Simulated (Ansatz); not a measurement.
# Quasiparticle gap of BiOBr (P4/nmm), part 2 of 3

Aim: the quasiparticle gap of BiOBr (P4/nmm), starting from LDA.

Ansatz 0.2.0; LDA, then G0W0 on it, plane waves, PAW. Known limits of the many-body steps: finite bands, screening cutoff and k mesh; no spin-orbit coupling in G0W0.

So far. Step 2 (Bands along the symmetry lines): Over mesh and path the gap is 2.046 eV, from k = (0.000, 0.400, 0.500) to k = (0.000, 0.000, 0.400). The least direct gap found is 2.219 eV, at k = (0.000, 0.000, 0.500). On the 6×6×4 mesh alone the same run gives 2.116 eV, so that mesh misses an edge of LDA: 2.116 − 2.046 = +0.070 eV.

The database entry behind the starting cell differs from later determinations by our own check (0.1 to 0.3 % short, probably kX units), so it need not match the best structure at ambient conditions.

## (3) One-shot GW

G0W0 replaces the xc potential by a self-energy built once from the orbitals of the start. Levels are corrected in the window of bands that the input names, at points of the mesh.

This step: G0W0 on LDA, plane waves, PAW.

File input.yaml:

```yaml
crystal:
  lattice:
    - [3.916, 0.0, 0.0]
    - [0.0, 3.916, 0.0]
    - [0.0, 0.0, 8.077]
  atoms:
    - { symbol: Bi, position: [0.0, 0.5, 0.154] }
    - { symbol: Bi, position: [0.5, 0.0, 0.846] }
    - { symbol: Br, position: [0.0, 0.5, 0.653] }
    - { symbol: Br, position: [0.5, 0.0, 0.347] }
    - { symbol: O, position: [0.0, 0.0, 0.0] }
    - { symbol: O, position: [0.5, 0.5, 0.0] }
kpoints:
  mp_grid: { grid: [6, 6, 4] }
hamiltonian:
  xc: lda
  pseudopotentials: { kind: paw, source: ansatz }
scf:
  occupations: { method: fixed }
gw:
  n_empty_bands: 1247
  ecut_chi: 270.0
  qp_bands: [v2, c2]
  qp_kpoints: band_edges
  screening: { model: contour_deformation }
```

Run with:

```sh
$ ansatz run input.yaml --threads 4 --pin off --max-ram 138240MiB --backend cuda --events-out ev --progress --plain --runs-dir out --devices 1 --max-vram 26GiB
```

Numbers of over 12 decimals in the logs are rounded to 6 here.

The log of the run:

```text
GPUs: using 1 of 1 available (devices: 1).
[...]
GPU FFT provider: cuFFT
GPU libraries: cuBLAS 13.8.2, cuFFT 12.4.0, cuSOLVER 12.3.4
Crystal: 6 atoms, lattice volume = 123.861 Å³
Basis set: ecut = 930 eV, 7965 PW (Γ)
Bands: 56, of which v1, the nominal top of the filled ones, is band 46 counted from 1 (45 counted from 0)
Symmetry: 16 space group operations
[...]
k-points: 30 of 144
[...]
GPU buffer pool allocated for 182250 grid points (all kernels)
[...]
SCF iter   1: F=—  HF=-44730.853419 eV  |F-HF|=—  |Δ(HF+E_count)|=         —  Δρ=6.83e-2  dr2=1.29e1  ethr=3.10e-3  ⟨swp⟩=4.0  Hψ=5134  notcnv=0  defer=227
[...]
SCF iter   9: F=-44727.768172 eV  HF=-44727.768172 eV  |F-HF|=1.70e-9  |Δ(HF+E_count)|=   1.45e-7  Δρ=6.78e-6  dr2=5.75e-8  ethr=1.09e-10  ⟨swp⟩=9.5  Hψ=7456  notcnv=0
SCF 1 converged in 9 iterations: F = -44727.768172 eV  dr2 = 5.75e-8
[...]
NSCF: frozen V_eff on 30 k-points, pencils in batches of 32, up to order 224
the band table was solved once the SCF had ended and its energy, with any forces and stress, was formed, with the checks that follow a solve (6350 applications of the Hamiltonian). They found nothing against the state; the energy, forces and stress were not computed again (output.eigenvalues in the input reference)
[...]
NSCF: frozen V_eff on 30 k-points
G₀W₀ screening: q 1/30
[... further progress lines ...]
SCF converged after 9 iterations
Free energy (F): -44727.768172 eV
[...]
Internal energy: -44727.768172 eV  (E = F + TS)
E sigma→0 (E₀):  -44727.768172 eV
Fermi energy:    9.150209 eV
[...]
--- Band table (eV; the first three rows and the last of 30) ---
  k-point 0: bands = [... 42 lower, 8.1576, 8.4274, 8.4274, 8.4934, 11.4561, 12.3661, 14.0408, 14.0408, ... 6 higher]
  k-point 1: bands = [... 42 lower, 8.1274, 8.6156, 8.6156, 8.7707, 11.3272, 11.9957, 13.9515, 13.9515, ... 6 higher]
  k-point 2: bands = [... 42 lower, 8.2281, 8.7420, 8.7420, 9.0458, 11.2675, 11.5472, 13.8654, 13.8654, ... 6 higher]
  k-point 29: bands = [... 42 lower, 8.0721, 8.0721, 8.1554, 8.1554, 13.1510, 13.1510, 14.4231, 14.4231, ... 6 higher]
--- G₀W₀: contour deformation, 7 samples at zero and on the imaginary axis and 2 off it, 144 q-points, 1247 empty bands' worth ---
  eigenvalues of the whole cell's RPA ε∞ on this k-mesh (on a slab, of 1 + 4πα/V) = 5.4051, 7.2941, 7.2941; static W/v taken at q = 0 is 0.144254
  bands read: the sum over 1293 bands ends inside a degenerate multiplet in 14 slots, whose members it reads at an even weight; the widest, k=1: bands 1293 to 1294 (counted from 1) at 1/2 each
  gw.qp_kpoints: band_edges: 23 of 30 stored k-points solved, in 1 pass; an edge of the gap read off the rows below is read off those points alone
    valence top: of the k-points left out ik 21 came nearest to being solved in a further pass, in band 46 (counted from 1, as in the quasiparticle table): it holds the edge there only if its correction is more favourable than any solved in that band by at least 0.521 eV; those differ by 0.240 eV
    conduction bottom: of the k-points left out ik 21 came nearest to being solved in a further pass, in band 47 (counted from 1, as in the quasiparticle table): it holds the edge there only if its correction is more favourable than any solved in that band by at least 1.445 eV; those differ by 0.130 eV
    ik  band        ε_KS         Σx   Σc(E_QP)       V_xc       Z   E_QP_lin       E_QP  E_QP is
     0    45      8.4274   -19.5852     2.3486   -16.3720  0.7484     7.5475     7.5627  root
     0    46      8.4934   -18.6278     1.8652   -15.9467  0.7583     7.6643     7.6775  root
     0    47     11.4561   -10.5738    -3.8250   -14.8609  0.8062    11.9201    11.9181  root
     0    48     12.3661   -10.8964    -3.7988   -15.1175  0.7974    12.7903    12.7885  root
     1    45      8.6156   -19.7600     2.3117   -16.5516  0.7504     7.7031     7.7190  root
     1    46      8.7707   -19.0855     1.8433   -16.3991  0.7602     7.9145     7.9277  root
     1    47     11.3272   -10.1701    -3.7666   -14.3860  0.8084    11.7784    11.7765  root
     1    48     11.9957   -10.3959    -3.7714   -14.6017  0.8037    12.4318    12.4300  root
     2    45      8.7420   -19.9398     2.2952   -16.7370  0.7515     7.8185     7.8344  root
     2    46      9.0458   -19.7251     1.8859   -16.9516  0.7607     8.1443     8.1583  root
     2    47     11.2675    -9.8740    -3.6287   -13.8997  0.8083    11.6659    11.6645  root
     2    48     11.5472    -9.5509    -3.9018   -13.9648  0.8126    12.0617    12.0593  root
     3    45      8.8232   -20.2461     2.3924   -16.9685  0.7503     7.9231     7.9382  root
     3    46      8.8253   -20.0834     2.1180   -17.1276  0.7547     7.9748     7.9875  root
     3    47     12.3326   -11.5502    -3.8382   -15.8771  0.7922    12.8238    12.8213  root
     3    48     12.8008   -10.6860    -4.0238   -15.2011  0.7947    13.2948    13.2920  root
     4    45      8.6652   -19.7352     2.2916   -16.5352  0.7511     7.7406     7.7568  root
     4    46      8.9681   -20.3476     2.1806   -17.3110  0.7545     8.0991     8.1122  root
     4    47     12.2218   -11.2980    -3.7629   -15.5209  0.7938    12.6840    12.6818  root
     4    48     12.5295   -10.4507    -3.9650   -14.9149  0.7991    13.0314    13.0287  root
     5    45      8.7762   -20.9441     2.1806   -18.0877  0.7525     8.0930     8.1005  root
     5    46      8.8840   -20.0171     2.1185   -17.0330  0.7555     8.0047     8.0185  root
     5    47     12.0911   -10.9610    -3.6956   -15.0934  0.7961    12.5298    12.5279  root
     5    48     12.3851   -10.5621    -3.9211   -14.9796  0.8002    12.8840    12.8815  root
     6    45      8.8934   -21.5550     2.4667   -18.3650  0.7478     8.1614     8.1702  root
     6    46      9.1377   -20.6007     1.9451   -17.8884  0.7589     8.3612     8.3705  root
     6    47     13.1379   -11.1629    -3.9166   -15.6061  0.7912    13.6675    13.6644  root
     6    48     13.7473   -10.5988    -4.2052   -15.3864  0.7899    14.3342    14.3297  root
     7    45      8.7970   -21.4413     2.5802   -18.1012  0.7454     8.0270     8.0372  root
     7    46      9.1460   -20.8461     1.9290   -18.1968  0.7587     8.4177     8.4257  root
     7    47     13.2049   -11.0149    -3.9342   -15.4635  0.7911    13.7222    13.7193  root
     7    48     13.6351   -11.6475    -4.2040   -16.4055  0.7760    14.1936    14.1891  root
     8    45      8.7960   -19.8191     2.2728   -16.6133  0.7522     7.8460     7.8630  root
     8    46      9.1502   -21.0199     1.9110   -18.4258  0.7586     8.4602     8.4672  root
     8    47     13.3385   -10.7656    -3.9616   -15.2379  0.7902    13.8522    13.8492  root
     8    48     13.5026   -11.8142    -4.1175   -16.4485  0.7774    14.0232    14.0195  root
     9    45      9.0528   -21.1449     2.0593   -18.3911  0.7559     8.3509     8.3584  root
     9    46      9.0528   -21.1449     2.0593   -18.3911  0.7559     8.3509     8.3584  root
     9    47     13.4436   -11.3921    -3.9816   -15.8737  0.7864    13.9466    13.9437  root
     9    48     13.4436   -11.3921    -3.9816   -15.8737  0.7864    13.9466    13.9437  root
[...]
22    45      8.5079   -20.3633     2.4331   -17.0922  0.7475     7.6562     7.6700  root
    22    46      8.6909   -19.7208     2.3054   -16.5103  0.7514     7.7699     7.7860  root
    22    47     12.3568   -11.2360    -3.7742   -15.4536  0.7989    12.8020    12.8001  root
    22    48     13.5155   -11.5454    -4.0259   -16.0708  0.7857    14.0180    14.0150  root
    23    45      8.5533   -20.2732     2.5515   -16.8420  0.7455     7.6580     7.6737  root
    23    46      8.8293   -19.9647     2.2136   -16.8817  0.7538     7.9460     7.9599  root
    23    47     12.0848   -10.8984    -3.7176   -15.0618  0.8022    12.5324    12.5306  root
    23    48     13.8127   -12.2486    -4.1405   -16.8852  0.7797    14.3121    14.3088  root
    27    45      8.4208   -19.8482     2.5056   -16.4199  0.7456     7.4797     7.4981  root
    27    46      8.4208   -19.8482     2.5056   -16.4199  0.7456     7.4797     7.4981  root
    27    47     12.4555   -10.4572    -3.8165   -14.7175  0.8021    12.9012    12.8992  root
    27    48     12.4555   -10.4572    -3.8165   -14.7175  0.8021    12.9012    12.8992  root
```

The job ended after 9.1 min (1 × NVIDIA H100 80GB HBM3 (shared by 3 runs) with 4 threads of AMD EPYC 7R13 (Zen 3), shared host; peak memory 15 GiB; 19 min of CPU time).

Numbers from this step:

```
bands summed                                    : 1293
RPA ε∞ on this mesh (eigenvalues)               : 5.405, 7.294, 7.294
plane waves in the screening matrix             : 1253
q-points in the mesh                            : 144
G0W0 gap over the corrected points              : 3.197 eV
k of the valence top                            : 0, 0.3333, -0.5
k of the conduction bottom                      : 0, 0, -0.5
starting gap on the mesh                        : 2.117 eV
Z at the valence top                            : 0.7586
Z at the conduction bottom                      : 0.8083
least direct G0W0 gap over the corrected points : 3.506 eV
```

Over 23 of 30 irreducible mesh points the G0W0 gap is 3.197 eV, from k = (0.000, 0.333, -0.500) to k = (0.000, 0.000, -0.500). The LDA gap of this run on the mesh is 2.117 eV. The two states that bound the G0W0 gap lie that far apart at the start, so the correction of the gap is 3.197 − 2.117 = +1.080 eV. The start of this run differs from the step before in files (soft_1 PAW and hard PAW) and plane-wave cutoff (420 eV and 930 eV).

Labels follow the order of the start: v1 is the top filled band, c1 the lowest empty one; levels that stay degenerate share a row, the window can cut a multiplet, doubted levels are not marked in this list, bands outside the window were not corrected, and the list may be a part of the corrected levels. Levels before and after the correction, in eV, zero at the valence-band top of each column:

```
           conduction bottom  valence top
Kohn-Sham               2.12         0.00
     G0W0               3.20         0.00
```

```csv
,level,occupation,energy (eV)
Kohn-Sham,(0 0 -0.5) v2,2,-0.408
Kohn-Sham,(0 0 -0.5) v1,2,-0.104
Kohn-Sham,(0 0 -0.5) c1,0,2.117
Kohn-Sham,(0 0 -0.5) c2,0,2.397
Kohn-Sham,(0 0.333 -0.5) v2,2,-0.354
Kohn-Sham,(0 0.333 -0.5) v1,2,0.000
Kohn-Sham,(0 0.333 -0.5) c1,0,4.188
Kohn-Sham,(0 0.333 -0.5) c2,0,4.352
G0W0,(0 0 -0.5) v2,2,-0.633
G0W0,(0 0 -0.5) v1,2,-0.309
G0W0,(0 0 -0.5) c1,0,3.197
G0W0,(0 0 -0.5) c2,0,3.592
G0W0,(0 0.333 -0.5) v2,2,-0.604
G0W0,(0 0.333 -0.5) v1,2,0.000
G0W0,(0 0.333 -0.5) c1,0,5.382
G0W0,(0 0.333 -0.5) c2,0,5.552
```

The parts of the quasiparticle energy for the two states that bound the G0W0 gap, in eV on the run's own scale (QP = start + Σx + Σc − Vxc, with Σc at the quasiparticle energy):

| edge | k | band | start | Σx | Σc | Vxc | Z | QP |
| --- | --- | --- | --- | --- | --- | --- | --- | --- |
| valence top | (0.000, 0.333, -0.500) | 46 | 9.150 | −21.020 | 1.911 | −18.426 | 0.759 | 8.467 |
| conduction bottom | (0.000, 0.000, -0.500) | 47 | 11.268 | −9.874 | −3.629 | −13.900 | 0.808 | 11.665 |

(Part 2 of 3 ends here.)

[Paths, hosts, dates, memory and timing lines, banners, echoed tables and standing remarks are left out of the program output.]

[Logs are printed without paths, hosts, clocks, repeated set-up lines and the standing remarks that a program may print on its own settings, such as how far it seeks lower states.]

[Runs of the session that timed out or met a known fault of the program may be left out.]

[Cells called generated may have been cut or substituted from an entry of the Crystallography Open Database or the Materials Project.]

[Hosts, paths, dates, database ids (printed as entryN), source tags and the programs' standing remarks are cut or masked in the printed files.]

[Where an RPA ε∞ is given, it is that of the G0W0 mesh and is not shown converged in it. Names of k-points follow the symmetry that the program found, which can be lower than the space group named. Band edges on a path are those of the sampled points; other points can move an edge, and change direct to indirect where valleys lie close.]

[Hybrid gaps are those of their k-mesh and are not shown converged in it.]
